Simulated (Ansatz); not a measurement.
# Gap against volume in random zinc-blende (Al, Ga, In)P solid solution (64 atoms)

The cell holds 64 atoms: 14 Ga, 32 P, 8 In and 10 Al. Its edges and angles: a = 11.261 Å, b = 11.245 Å, c = 11.237 Å, α = 90.0°, β = 90.0°, γ = 90.0°. It derives from AlP and InP and GaP. The starting structure: Zinc-blende lattice (a = 5.565 Å, the mean of the end members), 2 x 2 x 2 cells, metal sites filled at random with 10 Al, 14 Ga, 8 In; not relaxed, displaced by a Gaussian of 0.02 Å.

Calculated with Ansatz 0.2.0: Kohn-Sham DFT, PBE, PAW (set soft_1), plane waves; PAW set soft_1; cutoff 420 eV, Γ point, fixed occupations. The relaxed cell was scaled evenly and the atoms were relaxed at each volume. The gap is that between the highest filled and the lowest empty Kohn-Sham level on the run's k-points.

```
volume (Å³/atom)  gap (eV)
          20.011               1.394
          20.900                   ?
          21.567               1.546
          22.234               1.434
          22.901               1.263
          23.568               1.095
```

Task: Fit a straight line in ln V to the rows given and interpolate to the withheld row.

**Working.**

A volume deformation potential makes the spacing linear in u = ln(V/V0), with V0 = 22.234 Å³ the relaxed volume; v is the spacing.

| u = ln(V/V0) | v (eV) |
| --- | --- |
| -0.105361 | 1.3941 |
| -0.0304587 | 1.5459 |
| 0 | 1.4344 |
| 0.0295593 | 1.2629 |
| 0.0582696 | 1.0945 |

With n = 5: mean u = -0.00959819, mean v = 1.34636, Σ(u − ū)² = 0.015837, Σ(u − ū)(v − v̄) = -0.028250. Slope b = -0.028250 / 0.015837 = -1.7838; intercept a = v̄ − b ū = 1.3292.

At the withheld volume u = -0.06188, and v = a + b u.

Prediction at 20.900: 1.440 eV. The run gave 1.487 eV, so the fit is low by 0.047 eV (3.2 % of the value).

The rows don't follow a line (correlation 0.69 in size over all rows), so the slope of -1.78 eV is no deformation potential. Among the rows given, the largest miss of the fit is at 21.567, by 0.16 eV (36 % of the range of the table).

Limits: The table spans 16 % in volume, wide for a linear law. Semilocal functionals tend to put gaps under measured ones. Only the Γ point is sampled. The mesh needn't hold the band edges.

[Long decimals in the printed logs are rounded to 6 places.]

[Logs are printed without paths, hosts, clocks, repeated set-up lines and the standing remarks that a program may print on its own settings, such as how far it seeks lower states.]

[Hosts, paths, dates, database ids (printed as entryN), source tags and the programs' standing remarks are cut or masked in the printed files.]
